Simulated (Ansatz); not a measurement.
# I on Ca(100): change of the work function, part 3 of 5

How does I on the top site change the work function of Ca(100) as the layer fills?

Ansatz 0.2.0; plane-wave DFT, PBE, Ansatz PAW (the session's first sound run).

So far, work function, upper face (eV): step 2 (the clean slab) 2.75; step 3 (37 atoms, coverage 0.111 ML, cell 3x3) 3.40.

### Step 4. The covered slab, k-mesh 4×4×1, coverage 0.25 ML

System of this step: Ca16I (I/Ca(100)). The cell holds 17 atoms: 16 Ca and 1 I. Cell: a = 7.891 Å, b = 7.891 Å, c = 29.451 Å, α = 90.0°, β = 90.0°, γ = 90.0°. Vacuum lies along c.

Another coverage, to see how the dipoles act on each other as their distance changes.

Contents of input.yaml:

```yaml
crystal:
  lattice:
    - [7.891311678, 0.0, 0.0]
    - [0.0, 7.891311678, 0.0]
    - [0.0, 0.0, 29.4507538703]
  atoms:
    - { symbol: Ca, position: [0.25, 0.25, 0.3055948938] }
    - { symbol: Ca, position: [0.0, 0.0, 0.4003293108] }
    - { symbol: Ca, position: [0.25, 0.25, 0.4924669071] }
    - { symbol: Ca, position: [0.0, 0.0, 0.5820989828] }
    - { symbol: Ca, position: [0.25, 0.75, 0.3055948938] }
    - { symbol: Ca, position: [0.0, 0.5, 0.4003293108] }
    - { symbol: Ca, position: [0.25, 0.75, 0.4924669071] }
    - { symbol: Ca, position: [0.0, 0.5, 0.5820989828] }
    - { symbol: Ca, position: [0.75, 0.25, 0.3055948938] }
    - { symbol: Ca, position: [0.5, 0.0, 0.4003293108] }
    - { symbol: Ca, position: [0.75, 0.25, 0.4924669071] }
    - { symbol: Ca, position: [0.5, 0.0, 0.5820989828] }
    - { symbol: Ca, position: [0.75, 0.75, 0.3055948938] }
    - { symbol: Ca, position: [0.5, 0.5, 0.4003293108] }
    - { symbol: Ca, position: [0.75, 0.75, 0.4924669071] }
    - { symbol: Ca, position: [0.5, 0.5, 0.5820989828] }
    - { symbol: I, position: [0.0, 0.0, 0.6944051062] }
kpoints:
  mp_grid: { grid: [4, 4, 1] }
hamiltonian:
  xc: pbe
scf:
  occupations: { method: fermi_dirac, width: 0.1 }
  convergence: { dr2_threshold: 1.0e-08 }
efield:
  axis: 3
  dipole_correction: true
  ramp_position: 0.97
  ramp_width: 0.06
relax:
  f_tol: 0.02
  max_steps: 60
  constraints: [{ sites: [0, 1, 4, 5, 8, 9, 12, 13] }]
output:
  bader: true
  dos: { projected: true, e_range: [-8, 4] }
  write_potential: true
  write_density: true
  volumetric_format: npy
  elf: true
```

Run with:

```bash
ansatz run input.yaml --threads 4 --pin off --max-ram 12288MiB --backend cpu --events-out ev --progress --plain --runs-dir out
```

Numbers of over 12 decimals in the logs are rounded to 6 here.

Output:

```text
[...]
Crystal: 17 atoms, lattice volume = 1833.981 Å³
Basis set: ecut = 420 eV, 35939 PW (Γ), exchange–correlation on 108×108×400 points (8 copies of the dense FFT grid, shifted against one another)
Bands: 107, of which v1, the nominal top of the filled ones, is band 89 counted from 1 (88 counted from 0)
Symmetry: 8 space group operations
[...]
k-points: 6 of 16
[...]
SCF iter   1: F=—  HF=-36581.281708 eV  |F-HF|=—  |Δ(HF+E_count)|=         —  Δρ=1.39e-3  dr2=9.08e-1  ethr=1.77e-3  p=-0.684 e·Å  D=-6.75e-2 V/Å  ΔV_dip=1.99 eV  dr2_dipole=2.46e-1  V_vac-E_F(+/−)=4.60/2.61 eV  ⟨swp⟩=18.3  Hψ=4742  notcnv=0
[...]
SCF iter  10: F=-36581.234452 eV  HF=-36581.234452 eV  |F-HF|=2.98e-9  |Δ(HF+E_count)|=   1.61e-8  Δρ=2.28e-7  dr2=2.56e-9  ethr=5.65e-12  p=-0.695 e·Å  D=-6.85e-2 V/Å  ΔV_dip=2.02 eV  dr2_dipole=1.11e-10  V_vac-E_F(+/−)=4.81/2.79 eV  ⟨swp⟩=14.8  Hψ=5782  notcnv=0
SCF 1 converged in 10 iterations: F = -36581.234452 eV  dr2 = 2.56e-9
[...]
relax step   1: F+E_penalty+E_count = -36581.23445201 eV  Δ(F+E_penalty+E_count) = +0.000e0 eV  max|allowed force component| = 1.123e0 eV/Å  Δτ_max = 0.0000 Å  (10 SCF iters, accepted)
[...]
SCF iter   9: F=-36581.413283 eV  HF=-36581.413283 eV  |F-HF|=9.90e-10  |Δ(HF+E_count)|=   2.50e-8  Δρ=2.61e-7  dr2=3.09e-9  ethr=5.65e-12  p=-0.573 e·Å  D=-5.66e-2 V/Å  ΔV_dip=1.67 eV  dr2_dipole=6.69e-10  V_vac-E_F(+/−)=4.45/2.79 eV  ⟨swp⟩=11.5  Hψ=4728  notcnv=0
SCF 2 converged in 9 iterations: F = -36581.413283 eV  dr2 = 3.09e-9
relax step   2: F+E_penalty+E_count = -36581.41328349 eV  Δ(F+E_penalty+E_count) = -1.788e-1 eV  max|allowed force component| = 8.374e-1 eV/Å  Δτ_max = 0.1935 Å  (9 SCF iters, accepted)
SCF iter   1: F=—  HF=-36581.581626 eV  |F-HF|=—  |Δ(HF+E_count)|=         —  Δρ=1.78e-3  dr2=2.43e-1  ethr=6.59e-4  p=-0.573 e·Å  D=-5.66e-2 V/Å  ΔV_dip=1.67 eV  dr2_dipole=8.39e-2  V_vac-E_F(+/−)=4.44/2.78 eV  ⟨swp⟩=5.5  Hψ=1991  notcnv=0
[...]
SCF iter  10: F=-36581.528178 eV  HF=-36581.528178 eV  |F-HF|=4.95e-10  |Δ(HF+E_count)|=   5.72e-9  Δρ=2.20e-7  dr2=1.76e-9  ethr=5.65e-12  p=-0.432 e·Å  D=-4.26e-2 V/Å  ΔV_dip=1.26 eV  dr2_dipole=1.41e-11  V_vac-E_F(+/−)=4.04/2.79 eV  ⟨swp⟩=11.2  Hψ=4634  notcnv=0
SCF 3 converged in 10 iterations: F = -36581.528178 eV  dr2 = 1.76e-9
relax step   3: F+E_penalty+E_count = -36581.52817812 eV  Δ(F+E_penalty+E_count) = -1.149e-1 eV  max|allowed force component| = 3.193e-1 eV/Å  Δτ_max = 0.1947 Å  (10 SCF iters, accepted)
[...]
relax step   4: F+E_penalty+E_count = -36581.53553390 eV  Δ(F+E_penalty+E_count) = -7.356e-3 eV  max|allowed force component| = 1.162e-1 eV/Å  Δτ_max = 0.0610 Å  (9 SCF iters, accepted)
SCF iter   1: F=—  HF=-36581.537353 eV  |F-HF|=—  |Δ(HF+E_count)|=         —  Δρ=1.44e-4  dr2=1.35e-3  ethr=5.00e-6  p=-0.455 e·Å  D=-4.48e-2 V/Å  ΔV_dip=1.32 eV  dr2_dipole=3.26e-4  V_vac-E_F(+/−)=4.11/2.79 eV  ⟨swp⟩=3.2  Hψ=1527  notcnv=0
[...]
SCF iter   7: F=-36581.537094 eV  HF=-36581.537094 eV  |F-HF|=4.26e-9  |Δ(HF+E_count)|=   2.31e-8  Δρ=2.46e-7  dr2=1.92e-9  ethr=5.65e-12  p=-0.443 e·Å  D=-4.37e-2 V/Å  ΔV_dip=1.29 eV  dr2_dipole=2.35e-11  V_vac-E_F(+/−)=4.07/2.79 eV  ⟨swp⟩=11.2  Hψ=4719  notcnv=0
SCF 5 converged in 7 iterations: F = -36581.537094 eV  dr2 = 1.92e-9
relax step   5: F+E_penalty+E_count = -36581.53709450 eV  Δ(F+E_penalty+E_count) = -1.561e-3 eV  max|allowed force component| = 1.566e-2 eV/Å  Δτ_max = 0.0190 Å  (7 SCF iters, accepted)
[...]
SCF converged after 7 iterations
Free energy (F): -36581.537094 eV
[...]
Internal energy: -36580.905341 eV  (E = F + TS)
E sigma→0 (E₀):  -36581.221218 eV
Entropy (-TS):   -0.631753 eV (-37.162 meV/atom)
Fermi energy:    -0.037634 eV
Dipole field:    D = -0.043723 V/Å  (p = -0.443144 e·Å, saw-weighted, corrected)
Work function:   Φ+ = 4.0739 eV   Φ− = 2.7862 eV
[...]
--- Forces (eV/Å), atoms counted from 1 ---
  atom   1  Ca     0.00117471     0.00117471     0.12929044
  atom   2  Ca     0.00000000     0.00000000    -0.11367510
  atom   3  Ca     0.00105815     0.00105815    -0.00225141
  atom   4  Ca    -0.00000000     0.00000000     0.00977378
  atom   5  Ca     0.00117471    -0.00117471     0.12929044
  atom   6  Ca    -0.00000000     0.00000000    -0.14112275
  atom   7  Ca     0.00105815    -0.00105815    -0.00225141
  atom   8  Ca    -0.00000000     0.00000000     0.00800667
  atom   9  Ca    -0.00117471     0.00117471     0.12929044
  atom  10  Ca     0.00000000     0.00000000    -0.14112275
  atom  11  Ca    -0.00105815     0.00105815    -0.00225141
  atom  12  Ca     0.00000000     0.00000000     0.00800667
  atom  13  Ca    -0.00117471    -0.00117471     0.12929044
  atom  14  Ca     0.00000000     0.00000000    -0.11891621
  atom  15  Ca    -0.00105815    -0.00105815    -0.00225141
  atom  16  Ca     0.00000000     0.00000000    -0.00345219
  atom  17  I      0.00000000     0.00000000    -0.01566192
  max |Σ_I F_I| component: 7.69e-6 eV/Å
--- Band table (eV; the first three rows and the last of 6) ---
  k-point 0: bands = [... 85 lower, -0.3128, -0.3074, 0.0102, 0.0194, 0.0538, 0.0842, 0.1261, 0.1261, ... 14 higher]
  k-point 1: bands = [... 85 lower, -0.5130, -0.4248, -0.1049, -0.0884, 0.0425, 0.0632, 0.1485, 0.1745, ... 14 higher]
  k-point 2: bands = [... 85 lower, -0.4624, -0.4605, -0.4143, -0.3079, 0.1845, 0.2041, 0.2184, 0.2615, ... 14 higher]
  k-point 5: bands = [... 85 lower, -0.0661, 0.0031, 0.0031, 0.0472, 0.5940, 0.6357, 0.6357, 0.6418, ... 14 higher]
--- Relaxed structure (5 steps of the walk, 5 accepted, 0 SCFs on fresh bases) ---
  F+E_penalty+E_count = -36581.53709450 eV   max|allowed force component| = 1.566e-2 eV/Å
  atoms:
    - { symbol: Ca, position: [0.25, 0.25, 0.305595] }
    - { symbol: Ca, position: [0.0, 0.0, 0.4003293108] }
    - { symbol: Ca, position: [0.250823, 0.250823, 0.493054] }
    - { symbol: Ca, position: [0, 0.0, 0.582703] }
    - { symbol: Ca, position: [0.25, 0.75, 0.305595] }
    - { symbol: Ca, position: [0.0, 0.5, 0.4003293108] }
    - { symbol: Ca, position: [0.250823, 0.749177, 0.493054] }
    - { symbol: Ca, position: [0, 0.5, 0.586158] }
    - { symbol: Ca, position: [0.75, 0.25, 0.305595] }
    - { symbol: Ca, position: [0.5, 0.0, 0.4003293108] }
    - { symbol: Ca, position: [0.749177, 0.250823, 0.493054] }
    - { symbol: Ca, position: [0.5, 0.0, 0.586158] }
    - { symbol: Ca, position: [0.75, 0.75, 0.305595] }
    - { symbol: Ca, position: [0.5, 0.5, 0.4003293108] }
    - { symbol: Ca, position: [0.749177, 0.749177, 0.493054] }
    - { symbol: Ca, position: [0.5, 0.5, 0.581889] }
    - { symbol: I, position: [0, 0.0, 0.681133] }
--- Bader charges: 17 sites ---
  site symbol  charge [e]  shift [e]
     0     Ca     -0.2416     0.0000
     1     Ca      0.2090     0.0000
     2     Ca      0.2700     0.0000
     3     Ca      0.5905     0.0000
     4     Ca     -0.2415     0.0000
     5     Ca      0.1680     0.0000
     6     Ca      0.2700     0.0000
     7     Ca     -0.2444     0.0000
     8     Ca     -0.2416     0.0000
     9     Ca      0.1680     0.0000
    10     Ca      0.2700     0.0000
    11     Ca     -0.2444     0.0000
    12     Ca     -0.2416     0.0000
    13     Ca      0.2969     0.0000
    14     Ca      0.2700     0.0000
    15     Ca     -0.2279     0.0000
    16      I     -0.8295     0.0000
  estimated error of the sums over rays = 8.1e-4 e
```

Elapsed: 3 min, on 4 threads of Arm Neoverse V2, shared host; peak memory 4 GiB.

Relaxation path:

```
step  energy less that of the first step (eV)  largest force component (eV/Å)
   1                                   0.0000                          1.1230
   2                                  -0.1788                          0.8374
   3                                  -0.2937                          0.3193
   4                                  -0.3011                          0.1162
   5                                  -0.3026                          0.0157
```

Forces are held to the 8 operations that the run works with; a distortion that breaks them can't arise in this run.

The atoms that moved most (Å):

```
atom      dx      dy      dz  length
 I17   0.000   0.000  -0.391   0.391
 Ca8   0.000   0.000   0.120   0.120
Ca12   0.000   0.000   0.120   0.120
 Ca3   0.006   0.006   0.017   0.020
Ca11  -0.006   0.006   0.017   0.020
 Ca7   0.006  -0.006   0.017   0.020
Ca15  -0.006  -0.006   0.017   0.020
 Ca4   0.000   0.000   0.018   0.018
```

Final coordinates:

```cif
data_structure
_symmetry_space_group_name_H-M 'P 1'
_symmetry_Int_Tables_number 1
_cell_length_a 7.8913
_cell_length_b 7.8913
_cell_length_c 29.4508
_cell_angle_alpha 90.000
_cell_angle_beta 90.000
_cell_angle_gamma 90.000
_cell_volume 1833.98
loop_
_atom_site_label
_atom_site_type_symbol
_atom_site_fract_x
_atom_site_fract_y
_atom_site_fract_z
_atom_site_occupancy
Ca1 Ca 0.25000 0.25000 0.30559 1
Ca2 Ca 0.00000 0.00000 0.40033 1
Ca3 Ca 0.25082 0.25082 0.49305 1
Ca4 Ca 0.00000 0.00000 0.58270 1
Ca5 Ca 0.25000 0.75000 0.30559 1
Ca6 Ca 0.00000 0.50000 0.40033 1
Ca7 Ca 0.25082 0.74918 0.49305 1
Ca8 Ca 0.00000 0.50000 0.58616 1
Ca9 Ca 0.75000 0.25000 0.30559 1
Ca10 Ca 0.50000 0.00000 0.40033 1
Ca11 Ca 0.74918 0.25082 0.49305 1
Ca12 Ca 0.50000 0.00000 0.58616 1
Ca13 Ca 0.75000 0.75000 0.30559 1
Ca14 Ca 0.50000 0.50000 0.40033 1
Ca15 Ca 0.74918 0.74918 0.49305 1
Ca16 Ca 0.50000 0.50000 0.58189 1
I17 I 0.00000 0.00000 0.68113 1
```

This step gave:

- energy at zero smearing: -36581.2212 eV
- work function, upper face: 4.074 eV
- work function, lower face: 2.786 eV
- dipole along the normal: -0.4431 e·Å
- step between the vacuum levels: 1.288 eV

The density of states has structure finer than the step of the table below, so its rows give means over 0.25 eV, whole bins alone (the curve runs from -8 to 0.72 eV). Peaks (eV: height): -2.470: 63.7, -0.360: 23.5, -0.060: 34.3, 0.120: 23.9, 0.240: 32.5, 0.480: 38.2, 0.690: 71.3.

Table of density of states by energy, zero at the Fermi level; means over each step:

energy (eV), density of states (states/eV a cell) and a bar:
```
    -4.00        0.0 
    -3.75        0.9 #
    -3.50        2.7 ###
    -3.25        4.1 ####
    -3.00        7.7 ########
    -2.75        8.6 #########
    -2.50       18.4 ###################
    -2.25       12.1 ############
    -2.00        3.0 ###
    -1.75        9.4 ##########
    -1.50        9.3 ##########
    -1.25        9.0 #########
    -1.00       13.4 ##############
    -0.75       11.7 ############
    -0.50       14.5 ###############
    -0.25       15.4 ################
     0.00       18.6 ###################
     0.25       24.0 #########################
     0.50       29.1 ##############################
```

Projected DOS per atom over height of the atomic layer and energy from the Fermi level. Layers: Ca4 Ca4 Ca4 Ca4 I from below.

Ten even steps from '0' (0.0 states/eV) to '9' (6.7 states/eV), each cell a mean:
```
00000
00000
00000
00000
00000
00000
00000
00006
00009
00003
00000
00000
00000
00000
00000
00000
00000
00000
00000
00000
00000
00000
```
Columns: height of the atomic layer (Å) from 9 to 20.1; rows upwards: energy from the Fermi level (eV) from -7.96 to 0.645.

Valence density in the ca plane at fractional y = 0.000, with atoms of Ca and I within 0.2 Å of it. It is the smooth field of the valence electrons, not physical close to the nuclei.

Values in units of 1e0 e/Å³, 11 rows by 16 columns, each cell a mean:
```
0.8 3.2 0.2 0.1 0.1 0.2 3.0 1.2 0.5 6.3 1.4 0.1 0.0 0.0 0.0 0.0
0.1 0.2 0.1 0.1 0.1 0.1 0.2 0.1 0.1 0.4 0.2 0.0 0.0 0.0 0.0 0.0
0.1 0.1 0.1 0.1 0.1 0.1 0.1 0.0 0.0 0.1 0.0 0.0 0.0 0.0 0.0 0.0
0.1 0.1 0.1 0.1 0.1 0.1 0.1 0.1 0.0 0.0 0.0 0.0 0.0 0.0 0.0 0.0
0.6 2.2 0.2 0.1 0.1 0.1 1.8 1.0 0.0 0.0 0.0 0.0 0.0 0.0 0.0 0.0
1.4 5.1 0.4 0.1 0.0 0.1 4.2 2.5 0.0 0.0 0.0 0.0 0.0 0.0 0.0 0.0
0.3 1.1 0.1 0.1 0.1 0.1 0.9 0.5 0.0 0.0 0.0 0.0 0.0 0.0 0.0 0.0
0.1 0.1 0.1 0.1 0.1 0.1 0.1 0.0 0.0 0.0 0.0 0.0 0.0 0.0 0.0 0.0
0.1 0.1 0.1 0.1 0.1 0.1 0.1 0.0 0.0 0.1 0.1 0.0 0.0 0.0 0.0 0.0
0.2 0.6 0.1 0.1 0.1 0.1 0.5 0.2 0.2 0.8 0.4 0.0 0.0 0.0 0.0 0.0
1.2 4.5 0.3 0.1 0.1 0.2 4.2 1.6 0.6 9.7 2.0 0.1 0.0 0.0 0.0 0.0
```
Columns run along c (16.0 Å, from fractional 0.36 to 0.91 of the cell), rows up along a (7.9 Å). Atoms in or near the plane, at fractional coordinates: Ca at (0.40, 0.00), Ca at (0.58, 0.00), Ca at (0.40, 0.50), Ca at (0.59, 0.50), I at (0.68, 0.00).

ELF in the ca plane at fractional y = 0.000, with atoms of Ca and I within 0.2 Å of it. It is the smooth field of the valence electrons, not physical close to the nuclei.

Values, 11 rows by 16 columns, each cell a mean:
```
0.44 0.81 0.25 0.58 0.60 0.21 0.79 0.48 0.61 0.40 0.66 0.56 0.09 0.00 0.00 0.00
0.16 0.21 0.24 0.55 0.55 0.31 0.21 0.10 0.58 0.72 0.74 0.40 0.06 0.00 0.00 0.00
0.43 0.29 0.50 0.46 0.43 0.60 0.41 0.17 0.24 0.53 0.47 0.18 0.02 0.00 0.00 0.00
0.20 0.13 0.31 0.52 0.49 0.45 0.17 0.09 0.07 0.09 0.10 0.04 0.00 0.00 0.00 0.00
0.35 0.74 0.21 0.58 0.59 0.22 0.67 0.54 0.04 0.02 0.00 0.00 0.00 0.00 0.00 0.00
0.54 0.82 0.32 0.58 0.61 0.23 0.82 0.74 0.05 0.02 0.00 0.00 0.00 0.00 0.00 0.00
0.24 0.56 0.19 0.58 0.58 0.25 0.49 0.38 0.04 0.02 0.01 0.00 0.00 0.00 0.00 0.00
0.29 0.16 0.40 0.49 0.46 0.53 0.25 0.11 0.09 0.17 0.18 0.06 0.01 0.00 0.00 0.00
0.37 0.23 0.46 0.47 0.45 0.55 0.31 0.13 0.33 0.65 0.58 0.23 0.03 0.00 0.00 0.00
0.18 0.39 0.19 0.57 0.58 0.23 0.38 0.19 0.62 0.67 0.74 0.45 0.07 0.00 0.00 0.00
0.51 0.83 0.29 0.58 0.60 0.24 0.82 0.55 0.60 0.35 0.63 0.58 0.10 0.01 0.00 0.00
```
Columns run along c (16.0 Å, from fractional 0.36 to 0.91 of the cell), rows up along a (7.9 Å). Atoms in or near the plane, at fractional coordinates: Ca at (0.40, 0.00), Ca at (0.58, 0.00), Ca at (0.40, 0.50), Ca at (0.59, 0.50), I at (0.68, 0.00).

Electrostatic potential energy in the ca plane at fractional y = 0.000, with atoms of Ca and I within 0.2 Å of it. With pseudopotentials it is smooth inside the atoms' cores, unlike the true potential.

Ten even steps from '0' (-46 eV) to '9' (4 eV), each cell a mean:
```
84000278999999974000378758985799999999999999
87423689999999986323689865656899999999999999
98777889999999998777889987678999999999999999
99888999999999999888999999999999999999999999
99999999999999999999999999999999999999999999
99999999999999999999999999999999999999999999
99888999999999999888899999999999999999999999
98777889999999998767789999999999999999999999
87422589999999987422578999999999999999999999
84000278999999985000168899999999999999999999
74000168999999984000168899999999999999999999
86200478999999986200378999999999999999999999
87655789999999988655688999999999999999999999
98888899999999998888889999999999999999999999
99999999999999999999999999999999999999999999
99999999999999999999999999999999999999999999
99999999999999999999999999999999999999999999
98888899999999998888899998889999999999999999
87645789999999987545789975557999999999999999
85100478999999985101478756875799999999999999
74000168999999973000278759995699999999999999
```
Columns run along c (16.0 Å, from fractional 0.36 to 0.91 of the cell; values clipped at the 3rd and 97th percentile), rows up along a (7.9 Å). Atoms in or near the plane, at fractional coordinates: Ca at (0.40, 0.00), Ca at (0.58, 0.00), Ca at (0.40, 0.50), Ca at (0.59, 0.50), I at (0.68, 0.00).

The relaxation took 5 steps and lowered the energy by 0.30 eV; the largest force on the free atoms ends at 0.016 eV/Å.

By hand: a sheet of dipoles makes a step −p/(ε₀A) in the electron's potential. With e/ε₀ = 180.95 V·Å, p = -0.4431 e·Å and A = 62.27 Å², that is −180.95 × (-0.4431) / 62.27 = +1.288 eV, and the two vacuum levels of the run differ by +1.288 eV.

The covered face has 4.07 eV, +1.33 eV against the clean one; the bare back face has moved by +0.01 eV, a measure of how thin the slab is.

### Step 5. Adsorbate added, k-mesh 4×4×1, coverage 0.5 ML

System of this step: Ca8I (I/Ca(100)). The cell holds 18 atoms: 16 Ca and 2 I. Cell: a = 7.891 Å, b = 7.891 Å, c = 29.451 Å, α = 90.0°, β = 90.0°, γ = 90.0°. Vacuum lies along c.

Another coverage, to see how the dipoles act on each other as their distance changes.

Changes to input.yaml since step 4:

```diff
@@ -23,2 +23,3 @@
     - { symbol: I, position: [0.0, 0.0, 0.6944051062] }
+    - { symbol: I, position: [0.5, 0.5, 0.6944051062] }
 kpoints:
@@ -45,2 +46 @@
   volumetric_format: npy
-  elf: true
```

Output:

```text
[...]
Crystal: 18 atoms, lattice volume = 1833.981 Å³
Basis set: ecut = 420 eV, 35939 PW (Γ), exchange–correlation on 108×108×400 points (8 copies of the dense FFT grid, shifted against one another)
Bands: 117, of which v1, the nominal top of the filled ones, is band 97 counted from 1 (96 counted from 0)
Symmetry: 16 space group operations
[...]
2     Ca      0.1972     0.0000
     3     Ca      0.2862     0.0000
     4     Ca     -0.2505     0.0000
     5     Ca      0.0799     0.0000
     6     Ca      0.1972     0.0000
     7     Ca      0.1639     0.0000
[...]
14     Ca      0.1972     0.0000
    15     Ca      0.2862     0.0000
    16      I     -0.8067     0.0000
    17      I     -0.8067     0.0000
  estimated error of the sums over rays = 5.7e-4 e
[key lines of the parts left out:]
SCF converged after 9 iterations
Free energy (F): -44096.418891 eV
Fermi energy:    -0.017520 eV
Dipole field:    D = -0.062968 V/Å  (p = -0.638195 e·Å, saw-weighted, corrected)
Work function:   Φ+ = 4.6492 eV   Φ− = 2.7947 eV
```

The job ended after 4.1 min (4 threads; peak memory 4.4 GiB).

Relaxation path:

```
step  energy less that of the first step (eV)  largest force component (eV/Å)
   1                                   0.0000                          1.5071
   2                                  -0.6782                          1.1100
   3                                  -1.0199                          0.3226
   4                                  -1.0749                          0.1043
   5                                  -1.0793                          0.1690
   6                                  -1.0871                          0.0117
```

The run keeps the 16 symmetry operations that it works with, so distortions that break them were not tested.

The atoms that moved most (Å):

```
atom     dx     dy      dz  length
 I18  0.000  0.000  -0.516   0.516
 I17  0.000  0.000  -0.516   0.516
 Ca8  0.000  0.000   0.441   0.441
Ca12  0.000  0.000   0.441   0.441
Ca16  0.000  0.000  -0.082   0.082
 Ca4  0.000  0.000  -0.082   0.082
Ca11  0.000  0.000   0.031   0.031
Ca15  0.000  0.000   0.031   0.031
```

Final coordinates:

```xyz
18
Lattice="7.8913 0.0000 0.0000 0.0000 7.8913 0.0000 0.0000 0.0000 29.4508" Properties=species:S:1:pos:R:3
Ca    1.9728    1.9728    9.0000
Ca    0.0000    0.0000   11.7900
Ca    1.9728    1.9728   14.5350
Ca    0.0000    0.0000   17.0611
Ca    1.9728    5.9185    9.0000
Ca    0.0000    3.9457   11.7900
Ca    1.9728    5.9185   14.5350
Ca    0.0000    3.9457   17.5842
Ca    5.9185    1.9728    9.0000
Ca    3.9457    0.0000   11.7900
Ca    5.9185    1.9728   14.5350
Ca    3.9457    0.0000   17.5842
Ca    5.9185    5.9185    9.0000
Ca    3.9457    3.9457   11.7900
Ca    5.9185    5.9185   14.5350
Ca    3.9457    3.9457   17.0611
I     0.0000    0.0000   19.9346
I     3.9457    3.9457   19.9346
```

The relaxation took 6 steps and lowered the energy by 1.1 eV; the largest force on the free atoms ends at 0.012 eV/Å.

The covered face has 4.65 eV, +1.90 eV against the clean one; the bare back face has moved by +0.02 eV, a measure of how thin the slab is.

(Part 3 of 5 ends here.)

[Logs are printed without paths, hosts, clocks, repeated set-up lines and the standing remarks that a program may print on its own settings, such as how far it seeks lower states.]

[Hosts, paths, dates, database ids (printed as entryN), source tags and the programs' standing remarks are cut or masked in the printed files.]

[Maps of the electrostatic potential energy from Ansatz leave out the sawtooth potential of an applied field or a dipole correction, so their vacuum need not be flat; planar profiles and work functions include it.]

[The density of states shown here was stored with 400 of the rows of the run's finer table, so its peaks can read low, often by over a quarter, or be missed, and its means over a window can be off by a tenth or more.]
